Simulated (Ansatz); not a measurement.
# Lattice dynamics of (ZnSe)1(MgS)3 [001] superlattice, started as zinc blende

The cell of (ZnSe)1(MgS)3 [001] superlattice, started as zinc blende is at rest. What are its phonons?

Main program and level: Ansatz 0.2.0; DFT PBEsol, scalar-relativistic, plane waves, PAW.

The structure was built from a prototype and need not be the compound's stable phase.

### Step 1. Set-up

Symmetry: Pmm2, No. 25, orthorhombic system. The conventional cell has a = 3.975 Å, b = 4.000 Å, c = 11.329 Å, α = 90.00°, β = 90.00°, γ = 90.00°. Nearest to Mg lie 2 S at 2.45 Å and 2 Se at 2.54 Å. Nearest to Mg lie 4 S at 2.45 Å. Mg has 4 S at 2.44 to 2.45 Å nearest. S has 4 Mg at 2.45 Å nearest. Nearest to S lie 2 Zn at 2.36 Å and 2 Mg at 2.44 Å. Farther neighbours and most contacts between anions are not listed.

### Step 2. Modes at Γ

The cell comes from relaxations at this level that are not shown. The zone centre is the only wavevector solved here; it holds the modes that light can see, as far as symmetry allows. The response to a homogeneous field gives the Born charges and the dielectric tensor, and its change with displacement the Raman tensors.

Input file input.yaml:

```yaml
crystal:
  lattice:
    - [2.8281773934, 2.8281773934, 0.0]
    - [-2.810826501, 2.810826501, 0.0]
    - [0.0, 0.0, 11.3289128249]
  atoms:
    - { symbol: Mg, position: [0.5, 0.5, 0.2532510892] }
    - { symbol: Mg, position: [0.0, 0.0, 0.5042317074] }
    - { symbol: Mg, position: [0.5, 0.5, 0.7542731887] }
    - { symbol: S, position: [0.0, 0.5, 0.3780821188] }
    - { symbol: S, position: [0.5, 1.0, 0.6284909125] }
    - { symbol: S, position: [0.0, 0.5, 0.8782257432] }
    - { symbol: Se, position: [0.5, 1.0, 0.1134170208] }
    - { symbol: Zn, position: [0.0, 0.0, -0.0099717806] }
kpoints:
  mp_grid: { grid: [8, 8, 2] }
hamiltonian:
  xc: pbesol
scf:
  occupations: { method: fixed }
output:
  eigenvalues: true
phonons:
  method: dfpt
  dielectric: true
  rigid_motions: translations
  raman: true
```

On the command line:

```console
$ ansatz run input.yaml --threads 8 --pin off --max-ram 14336MiB --backend cpu --events-out ev --progress --plain --runs-dir out
```

Numbers of over 12 decimals in the logs are rounded to 6 here.

Output:

```text
Engine: ansatz 0.2.0, x86_64-unknown-linux-gnu
Pseudopotentials: kind: paw
Pseudopotential: Mg, paw, valence charge 10, recommended cutoff 420 eV (normal), Mg.paw.azcp
Pseudopotential: S, paw, valence charge 6, recommended cutoff 420 eV (normal), S.paw.azcp
Pseudopotential: Se, paw, valence charge 16, recommended cutoff 420 eV (normal), Se.paw.azcp
Pseudopotential: Zn, paw, valence charge 12, recommended cutoff 420 eV (normal), Zn.paw.azcp
Functional definition: PBEsol
  exchange = pbesol_x
  correlation = pbesol_c
Crystal: 8 atoms, lattice volume = 180.119 Å³
Basis set: ecut = 420 eV, 3541 PW (Γ), exchange–correlation on 54×54×160 points (8 copies of the dense FFT grid, shifted against one another)
Bands: 46, of which v1, the nominal top of the filled ones, is band 38 counted from 1 (37 counted from 0)
Symmetry: 4 space group operations
k-points: 68 of 128 (irreducible under 1 space group operation, time reversal used)
Non-local potential: Mg, projectors of the file, l = 0: 3, l = 1: 2, l = 2: 1
Non-local potential: S, projectors of the file, l = 0: 2, l = 1: 2, l = 2: 2
Non-local potential: Se, projectors of the file, l = 0: 2, l = 1: 2, l = 2: 3, l = 3: 1
Non-local potential: Zn, projectors of the file, l = 0: 2, l = 1: 2, l = 2: 3, l = 3: 1
PAW form: soft (Blöchl's): semilocal exchange-correlation on the pseudo side does not see the compensation charge
PAW frozen core: Mg, regenerated for the run's functional, and the local potential with it (the file was generated under x = pbe(κ = 0.804, μ = 0.219515), c = pbe(β = 0.066725))
PAW frozen core: S, regenerated for the run's functional, and the local potential with it (the file was generated under x = pbe(κ = 0.804, μ = 0.219515), c = pbe(β = 0.066725))
PAW frozen core: Se, regenerated for the run's functional, and the local potential with it (the file was generated under x = pbe(κ = 0.804, μ = 0.219515), c = pbe(β = 0.066725))
PAW frozen core: Zn, regenerated for the run's functional, and the local potential with it (the file was generated under x = pbe(κ = 0.804, μ = 0.219515), c = pbe(β = 0.066725))
PAW one-centre angular grid: Mg, 110 points (default); XC on 64 Gauss nodes
PAW one-centre angular grid: S, 110 points (default); XC on 64 Gauss nodes
PAW one-centre angular grid: Se, 590 points (default); XC on 64 Gauss nodes
PAW one-centre angular grid: Zn, 590 points (default); XC on 64 Gauss nodes
Initial density: superposition of atomic densities (neutral atoms: chi_scale 0, normalization atom), corrected by the library's trained network
Initial wavefunctions: pseudopotential atomic-orbital guess
Functional: x = pbesol(κ = 0.804, μ = 0.123457), c = pbesol(β = 0.046)
SCF iter   1: F=—  HF=-17105.610511 eV  |F-HF|=—  |Δ(HF+E_count)|=         —  Δρ=3.55e-3  dr2=3.40e-2  ethr=1.77e-3  ⟨swp⟩=4.9  Hψ=11066  notcnv=0  defer=372
preconditioner: auto → Resta (q_TF=auto, 2.363 Å⁻¹)  ε∞=4.2  [insulator: Δε(μ)=2.357 eV  Ē_g=9.969 eV  n_scr=48 (ndim 8)  ℏωp=17.9 eV  f_vac=0.041  ε∞_Penn≈4.2]
SCF iter   2: F=—  HF=-17105.601491 eV  |F-HF|=—  |Δ(HF+E_count)|=   9.02e-3  Δρ=1.45e-3  dr2=6.53e-3  ethr=4.47e-5  ⟨swp⟩=2.0  Hψ=5025  notcnv=0  defer=407
SCF iter   3: F=—  HF=-17105.600445 eV  |F-HF|=—  |Δ(HF+E_count)|=   1.05e-3  Δρ=8.93e-4  dr2=1.15e-3  ethr=8.59e-6  ⟨swp⟩=2.0  Hψ=4370  notcnv=0  defer=408
SCF iter   4: F=—  HF=-17105.600102 eV  |F-HF|=—  |Δ(HF+E_count)|=   3.42e-4  Δρ=3.19e-4  dr2=1.95e-4  ethr=1.52e-6  ⟨swp⟩=2.0  Hψ=4183  notcnv=0  defer=407
SCF iter   5: F=—  HF=-17105.600165 eV  |F-HF|=—  |Δ(HF+E_count)|=   6.26e-5  Δρ=7.60e-5  dr2=1.53e-5  ethr=2.57e-7  ⟨swp⟩=2.0  Hψ=4167  notcnv=0  defer=272
SCF iter   6: F=—  HF=-17105.600173 eV  |F-HF|=—  |Δ(HF+E_count)|=   8.55e-6  Δρ=3.55e-5  dr2=2.25e-6  ethr=2.02e-8  ⟨swp⟩=2.0  Hψ=5297  notcnv=0  defer=220
[...]
k mesh reduced under 1 symmetry operation, with k and −k counted as one. Each operation leaves every solved perturbation unchanged. A smaller set is not considered because the run solves the response to a homogeneous field
  ASR residual: 1.213e-4 → 0.000e0 eV/Å²; symmetrization residual: 2.546e-5 eV/Å²
  ASR residual per site (eV/Å²): 2.37e-5 2.46e-5 1.67e-5 5.45e-5 1.06e-4 1.12e-4 1.21e-4 3.87e-5
  Γ frequencies (cm⁻¹): 0.00 0.00 0.00 63.69 71.15 75.43 93.91 103.62 111.47 136.20 162.24 206.80 227.32 264.46 275.31 281.59 326.07 326.13 329.75 330.28 331.14 343.45 368.73 389.84
  ε∞ (high-frequency dielectric tensor):
        4.836363     0.035579    -0.000000
        0.035579     4.836363     0.000000
       -0.000000     0.000000     4.678301
  ε⁰ (static dielectric tensor: ions relaxed, cell fixed):
        7.560822    -0.041886     0.000000
       -0.041886     7.560822    -0.000000
        0.000000    -0.000000     7.318197
  ε⁰ − ε∞ (ionic part):
        2.724459    -0.077465     0.000000
       -0.077465     2.724459    -0.000000
        0.000000    -0.000000     2.639896
  softest optical mode at Γ: 63.69 cm⁻¹; the repairs (sum rule, projections) moved no ω² at Γ by more than (2.81 cm⁻¹)²
  Born effective charges Z* (e; rows j = field, columns β = displacement):
    site 0:
         1.80851   -0.02105   -0.00000
        -0.02105    1.80851    0.00000
        -0.00000    0.00000    1.98047
    site 1:
         1.88240   -0.00186   -0.00000
        -0.00186    1.88240    0.00000
[...]
site 2:
[...]
site 3:
[...]
site 4:
[...]
site 5:
[...]
site 6:
[...]
-0.22258   -1.80267   -0.00000
        -0.00000    0.00000   -1.65669
    site 7:
         2.11821    0.01985   -0.00000
         0.01985    2.11821   -0.00000
         0.00000    0.00000    1.47662
  Z* charge neutrality: 2.233e-2 e pre-enforcement
  solved inside a basis spanned on kpoints, on 10×10×4 k-points transformed towards the longest dipole: ε∞ is read to err by 2.5e-2, Z* by 2.2e-2 e (field_mesh: kpoints solves on kpoints); Z* is corrected for what the basis lacks
  Raman tensors (in the event stream and the table raman_tensors.tsv): an entry may err by 3.1e-1 Å², one of the second-order susceptibility by 6.6e-1 pm/V (basis, points and sum rule); their sum over the sites missed zero by 1.604e-3 Å² ahead of its enforcement
  optical modes at Γ without the LO–TO term, one row a degenerate level:
      ω (cm⁻¹)  modes    IR ((D/Å)²/amu)  static Raman (Å⁴/amu)  depolarisation
         63.69      1             0.0116                 0.0339           0.750
         71.15      1             0.0162                 0.3667           0.750
         75.43      1             0.0051                 0.1075           0.750
         93.91      1             0.0063                 0.1923           0.750
        103.62      1             0.0173                 0.0238           0.750
        111.47      1             0.0003                 0.2199           0.750
        136.20      1             0.0058                 1.1758           0.092
        162.24      1             0.1253                 4.7453           0.118
        206.80      1             2.8024                 0.3629           0.750
        227.32      1             1.9512                 0.3233           0.333
        264.46      1             6.8119                 0.8054           0.750
        275.31      1             1.0048                 3.8476           0.104
        281.59      1             1.0107                 1.1279           0.750
        326.07      1             3.3140                 2.6404           0.750
[...]
optical modes at Γ + LO–TO along q̂ = [1.0000, 0.0000, 0.0000]:
      ω (cm⁻¹)  modes    IR ((D/Å)²/amu)  static Raman (Å⁴/amu)  depolarisation
[...]
optical modes at Γ + LO–TO along q̂ = [0.0000, 1.0000, 0.0000]:
      ω (cm⁻¹)  modes    IR ((D/Å)²/amu)  static Raman (Å⁴/amu)  depolarisation
[...]
optical modes at Γ + LO–TO along q̂ = [0.0000, 0.0000, 1.0000]:
      ω (cm⁻¹)  modes    IR ((D/Å)²/amu)  static Raman (Å⁴/amu)  depolarisation
[...]
331.14      1             6.3929                 5.3358           0.750
        343.45      1             8.1150                 2.7307           0.750
        354.88      1             1.5573                 6.2358           0.162
        389.80      1             0.0176                21.0848           0.008
        414.20      1            19.9233                16.7075           0.743
[key lines of the parts left out:]
SCF converged after 11 iterations
Free energy (F): -17105.600178 eV
Fermi energy:    4.358524 eV
```

Wall time 5.7 min (8 threads of Intel Xeon Platinum 8488C (Sapphire Rapids), shared host); peak memory 3.1 GiB.

This step gave:

```yaml
gap_on_the_k_mesh: 2.398 eV
volume_per_atom: 22.51 Å³
sum_rule_residual_before_enforcement: 1.21e-4 eV/Å²
miss_of_the_charge_sum_rule: 0.02233 e
estimated_error_of_the_dielectric_tensor: 0.02531
estimated_error_of_the_born_charges: 0.02241 e
point_group: mm2
highest_optical_mode_at_the_zone_centre_no_lo_to_term: 389.8 cm⁻¹
lowest_optical_zone_centre_mode: 63.69 cm⁻¹
mean_high_frequency_dielectric_constant: 4.784
largest_born_charge_third_of_the_trace: -1.988 e
mean_static_dielectric_constant: 7.480
top_of_the_zone_centre_spectrum_with_the_field: 414.2 cm⁻¹
```

Without the LO-TO term. Patterns of degenerate modes are one choice out of their space. The modes at Γ (shares of kinetic energy by element, %):

```tsv
mode	frequency (cm⁻¹)	symmetry	Mg %	S %	Se %	Zn %
1	0.0	acoustic	23	31	25	21
2	0.0	acoustic	23	31	25	21
3	0.0	acoustic	23	31	25	21
4	63.7	B2	24	29	20	27
5	71.2	B1	13	23	12	52
6	75.4	B1	35	28	37	0
7	93.9	B2	46	50	3	1
8	103.6	B1	45	49	2	4
9	111.5	B2	47	49	1	3
10	136.2	A1	23	36	20	22
11	162.2	A1	26	39	20	15
12	206.8	B2	0	0	51	48
13	227.3	A1	12	27	29	31
14	264.5	B1	8	70	1	21
15	275.3	A1	10	79	2	9
16	281.6	B1	69	7	23	1
17	326.1	not assigned	54	46	0	0
18	326.1	not assigned	52	48	0	0
19	329.8	B1	55	45	0	0
20	330.3	A1	76	22	1	0
21	331.1	B2	54	46	0	0
22	343.4	B2	53	47	0	0
23	368.7	A1	67	31	2	1
24	389.8	A1	63	36	1	0
```

Displacements in mode 4 (63.7 cm⁻¹), the largest set to 1:
```
Mg1 -1.00 -1.00  0.00
Mg2 -1.00 -1.00  0.00
Mg3 -0.15 -0.15  0.00
S4  -0.98 -0.98  0.00
S5  -0.93 -0.93  0.00
S6  -0.05 -0.05  0.00
Se7  0.71  0.71  0.00
Zn8  0.90  0.90  0.00
```

Displacements in mode 5 (71.2 cm⁻¹), the largest set to 1:
```
Mg1  0.53 -0.53  0.00
Mg2  0.62 -0.62  0.00
Mg3  0.09 -0.09  0.00
S4   0.61 -0.61  0.00
S5   0.13 -0.13  0.00
S6  -0.72  0.72  0.00
Se7  0.43 -0.43  0.00
Zn8 -1.00  1.00  0.00
```

Optical modes at the zone centre, without and with the macroscopic field of the longitudinal modes; each column is sorted by frequency, so a row need not hold one and the same mode. Modes with and without the field, by row:

```tsv
rank among optical modes	no field (cm⁻¹)	q along (1, 0, 0) (cm⁻¹)	q along (0, 0, 1) (cm⁻¹)
1	63.7	63.8	63.7
2	71.2	71.2	71.2
3	75.4	75.5	75.4
4	93.9	93.9	93.9
5	103.6	103.7	103.6
6	111.5	111.5	111.5
7	136.2	136.2	136.2
8	162.2	162.2	162.8
9	206.8	211.1	206.8
10	227.3	227.3	232.9
11	264.5	271.7	264.5
12	275.3	275.3	277.5
13	281.6	283.2	281.6
14	326.1	326.1	326.1
15	326.1	327.1	326.1
16	329.8	330.3	329.8
17	330.3	330.6	331.1
18	331.1	339.2	343.4
19	343.4	368.7	354.9
20	368.7	389.8	389.8
21	389.8	393.7	414.2
```

Born charge (rows field, columns displacement) (e), principal values of the symmetric part by kind of site:

```tsv
atom	atoms with these values	low	middle	high	mean
Mg1	1	1.79	1.83	1.98	1.87
Mg2	1	1.88	1.88	2.12	1.96
Mg3	1	1.84	1.88	2.07	1.93
S4	1	-2.10	-1.93	-1.93	-1.99
S5	1	-2.12	-1.91	-1.90	-1.97
S6	1	-2.24	-1.82	-1.77	-1.94
Se7	1	-2.03	-1.66	-1.58	-1.75
Zn8	1	1.48	2.10	2.14	1.90
```

In full for Zn8:

```
2.12 0.02 0.00
0.02 2.12 0.00
0.00 0.00 1.48
```

High-frequency dielectric tensor:

```
4.84 0.04 0.00
0.04 4.84 0.00
0.00 0.00 4.68
```

Static dielectric tensor (ions relaxed, fixed cell):

```
 7.56 -0.04  0.00
-0.04  7.56  0.00
 0.00  0.00  7.32
```

Transverse modes. Lines of the infrared spectrum (strongest = 100):

```tsv
position (cm⁻¹)	lines merged	relative intensity
64	1	0.0
71	1	0.1
75	1	0.0
94	1	0.0
104	1	0.1
112	1	0.0
136	1	0.0
162	1	0.5
207	1	12
227	1	8.1
264	1	28
275	1	4.2
282	1	4.2
326	2	26
330	2	100
331	1	27
344	1	34
369	1	21
390	1	0.0
```

Activity x (w_L - w)^4 (n + 1)/w, 532 nm, 300 K; modes without the macroscopic field alone. Raman lines, with heights relative to the strongest:

```tsv
position (cm⁻¹)	lines merged	relative intensity
64	1	3.4
71	1	30
75	1	7.9
94	1	9.5
104	1	1.0
112	1	8.0
136	1	30
162	1	90
207	1	4.6
227	1	3.5
264	1	6.9
275	1	31
282	1	8.7
326	2	29
330	2	87
331	1	32
344	1	16
369	1	10
390	1	100
```

Static second-order susceptibility (pm/V), twice the coefficient d of second-harmonic generation. Second order susceptibility, by row:

```tsv
field along	xx	yy	zz	yz	xz	xy
x	0	0	0	8.87	0.11	0
y	0	0	0	0.11	8.87	0
z	0.11	0.11	-1.83	0	0	8.87
```

Before it was imposed, the acoustic sum rule was missed by 1.2e-4 eV/Å² and the charge sum rule by 0.022 e. Small misses are needed for a sound result but don't prove that mesh and cutoff are converged. The lowest optical mode is real, 63.7 cm⁻¹.

The log warns of the k mesh: “the force constants stand on the 8×8×2 k-mesh, whose period is 11.40 times the interband length at k = (0.0000, 0.0000, 0.0000), direct gap 2.398 eV, under 14: take them and everything formed from them as unconverged”.

### Step 3. Isotope substitution, element Mg, natural mass 24.305 amu

An isotope changes the mass and not the force constants, so no new electronic calculation is needed; the shifts show which modes move this element.

The same force constants with the mass of Mg changed from 24.305 to 25.983 u (phonopy, no LO-TO term). Both lists are sorted by frequency; levels can cross, so a row need not hold one and the same mode. Modes under 3 cm⁻¹ are left out. Isotope shifts, by row:

```tsv
q	rank	natural mass (cm⁻¹)	changed mass (cm⁻¹)
0 0 0	4	63.69	63.17
0 0 0	5	71.15	70.83
0 0 0	6	75.43	74.55
0 0 0	7	93.91	92.43
0 0 0	8	103.6	102
0 0 0	9	111.5	109.7
0 0 0	10	136.2	135.2
0 0 0	11	162.2	160.8
0 0 0	12	206.8	206.8
0 0 0	13	227.3	226.3
0 0 0	14	264.5	263.5
0 0 0	15	275.3	274.2
0 0 0	16	281.6	275.6
0 0 0	17	326.1	320.4
0 0 0	18	326.1	320.6
0 0 0	19	329.8	322.1
0 0 0	20	330.3	323.9
0 0 0	21	331.1	325.3
0 0 0	22	343.4	337.6
0 0 0	23	368.7	360.8
0 0 0	24	389.8	381.9
```

A mode of this element alone would shift by -3.28 %. The highest zone-centre frequency without the field goes from 389.8 to 381.9 cm⁻¹ (-2.0 %). The product of the frequency ratios over all optical modes at Γ is 0.758; the product rule, (m/m′)^(3k/2) (M′/M)^(3/2) with k = 3 such atoms and M the mass of the cell, gives 0.758.

### Step 4. Another isotope, element S, natural mass 32.06 amu

The same for S, from 32.06 to 33.97 u.

A mode of this element alone would shift by -2.85 %. The highest zone-centre frequency without the field goes from 389.8 to 386.0 cm⁻¹ (-1.0 %). The product of the frequency ratios over all optical modes at Γ is 0.792; the product rule, (m/m′)^(3k/2) (M′/M)^(3/2) with k = 3 such atoms and M the mass of the cell, gives 0.792.

### Step 5. Isotope substitution, element Se, natural mass 78.971 amu

The same for Se, from 78.97 to 81.92 u.

The same force constants with the mass of Se changed from 78.971 to 81.917 u (phonopy, no LO-TO term). Both lists are sorted by frequency; levels can cross, so a row need not hold one and the same mode. Modes under 3 cm⁻¹ are left out. Isotope shifts, by row:

```tsv
q	rank	natural mass (cm⁻¹)	changed mass (cm⁻¹)
0 0 0	4	63.69	63.46
0 0 0	5	71.15	70.98
0 0 0	6	75.43	74.95
0 0 0	7	93.91	93.86
0 0 0	8	103.6	103.6
0 0 0	9	111.5	111.4
0 0 0	10	136.2	135.7
0 0 0	11	162.2	161.7
0 0 0	12	206.8	204.9
0 0 0	13	227.3	226.1
0 0 0	14	264.5	264.4
0 0 0	15	275.3	275.2
0 0 0	16	281.6	280.4
0 0 0	17	326.1	326.1
0 0 0	18	326.1	326.1
0 0 0	19	329.8	329.8
0 0 0	20	330.3	330.2
0 0 0	21	331.1	331.1
0 0 0	22	343.4	343.4
0 0 0	23	368.7	368.6
0 0 0	24	389.8	389.8
```

A mode of this element alone would shift by -1.81 %. The highest zone-centre frequency without the field goes from 389.8 to 389.8 cm⁻¹ (-0.0 %). The product of the frequency ratios over all optical modes at Γ is 0.960; the product rule, (m/m′)^(3k/2) (M′/M)^(3/2) with k = 1 such atoms and M the mass of the cell, gives 0.960.

### Step 6. Isotope substitution, element Zn, natural mass 65.38 amu

The same for Zn, from 65.38 to 67.92 u.

The same force constants with the mass of Zn changed from 65.380 to 67.925 u (phonopy, no LO-TO term). Both lists are sorted by frequency; levels can cross, so a row need not hold one and the same mode. Modes under 3 cm⁻¹ are left out. Isotope shifts, by row:

```tsv
q	rank	natural mass (cm⁻¹)	changed mass (cm⁻¹)
0 0 0	4	63.69	63.37
0 0 0	5	71.15	70.44
0 0 0	6	75.43	75.43
0 0 0	7	93.91	93.89
0 0 0	8	103.6	103.5
0 0 0	9	111.5	111.4
0 0 0	10	136.2	135.6
0 0 0	11	162.2	161.8
0 0 0	12	206.8	204.9
0 0 0	13	227.3	226
0 0 0	14	264.5	263.4
0 0 0	15	275.3	274.8
0 0 0	16	281.6	281.5
0 0 0	17	326.1	326.1
0 0 0	18	326.1	326.1
0 0 0	19	329.8	329.8
0 0 0	20	330.3	330.3
0 0 0	21	331.1	331.1
0 0 0	22	343.4	343.4
0 0 0	23	368.7	368.7
0 0 0	24	389.8	389.8
```

A mode of this element alone would shift by -1.89 %. The highest zone-centre frequency without the field goes from 389.8 to 389.8 cm⁻¹ (-0.0 %). The product of the frequency ratios over all optical modes at Γ is 0.956; the product rule, (m/m′)^(3k/2) (M′/M)^(3/2) with k = 1 such atoms and M the mass of the cell, gives 0.956.

### Step 7. Results

```
space group (within 0.01 Å)                             : Pmm2
volume per atom                                         : 22.5 Å³
gap on the k-mesh                                       : 2.40 eV
highest optical mode at the zone centre (no LO-TO term) : 390 cm⁻¹
top of the zone-centre spectrum with the field          : 414 cm⁻¹
lowest optical zone-centre mode                         : 63.7 cm⁻¹
mean high-frequency dielectric constant                 : 4.78
mean static dielectric constant                         : 7.48
largest Born charge (third of the trace)                : -1.99 e
imaginary modes at Γ (the only wavevector solved)       : none
```

**Reading.** The structure is stable against zone-centre distortions, since no mode there is imaginary; other wavevectors were not solved, so zone-boundary instabilities are untested. Without the field, the optical modes at Γ span 64 to 390 cm⁻¹. No dispersion was computed. With the macroscopic field of the longitudinal modes the top of the zone-centre spectrum lies at 414 cm⁻¹, against 390 cm⁻¹ without it. Lattice motion raises the mean dielectric constant from 4.784 to 7.480. The strongest infrared line is at 330 cm⁻¹. Averaged over orientations, the strongest Raman line at 532 nm and 300 K is at 390 cm⁻¹, among the modes without the field; their longitudinal partners can be Raman active too. With the field response the log warns that the k mesh is coarse for the force constants too, so the frequencies may not be converged. The starting cell was built on a prototype and not taken from a measurement, so the phase need not exist. These are harmonic frequencies at zero temperature: anharmonic shifts, linewidths and thermal expansion are left out.

[Logs are printed without paths, hosts, clocks, repeated set-up lines and the standing remarks that a program may print on its own settings, such as how far it seeks lower states.]

[Hosts, paths, dates, database ids (printed as entryN), source tags and the programs' standing remarks are cut or masked in the printed files.]
